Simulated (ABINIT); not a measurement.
An input for ABINIT 10.8.3 (Te2Mo (P6_3/mmc)):

```
acell 3*1.0 Angstrom
rprim 
  3.518200000003 -0.000000000001 0.000000000000
  -1.759100000001 3.046850575598 0.000000000000
  0.000000000000 0.000000000000 13.973600000000
ntypat 2
znucl 52 42
natom 6
typat 1 1 1 1 2 2
xred 
  0.333333333333 0.666666666667 0.621000000000
  0.666666666667 0.333333333333 0.121000000000
  0.333333333333 0.666666666667 0.879000000000
  0.666666666667 0.333333333333 0.379000000000
  0.333333333333 0.666666666667 0.250000000000
  0.666666666667 0.333333333333 0.750000000000
pp_dirpath "pseudos"
pseudos "Te.upf, Mo.upf"
ecut 45
ngkpt 6 6 2
nshiftk 1
shiftk 0 0 0
kptopt 1
chksymbreak 0
nband 53
occopt 1
tolvrs 1e-10
nstep 60
prtwf 0
optforces 0
optstress 0
indata_prefix "in"
outdata_prefix "out"
tmpdata_prefix "tmp"
```

```sh
OMP_NUM_THREADS=1 mpirun -n 8 abinit run.abi > log
```

**Question.** How long will it take on 8 MPI ranks of Intel Xeon Platinum 8488C (Sapphire Rapids), shared host, and how much memory?

It took 2.7 min; on shared hardware allow 82 s to 5.5 min. Peak host memory was 1.4 GiB.

[Paths, hosts, dates, memory and timing lines, banners, echoed tables and standing remarks are left out of the program output.]

[Logs are printed without paths, hosts, clocks, repeated set-up lines and the standing remarks that a program may print on its own settings, such as how far it seeks lower states.]

[Runs of the session that timed out or met a known fault of the program may be left out.]

[Hosts, paths, dates, database ids (printed as entryN), source tags and the programs' standing remarks are cut or masked in the printed files.]

[G0W0 gaps are taken among the corrected bands and points alone; a level outside them can change the order at an edge.]

[Where Ansatz stands beside ABINIT at settings called matched, ABINIT's density can come from a denser mesh and the files from another edition; pairs whose starting gaps differed by over 0.03 eV were left out, so agreement reads better than it is.]
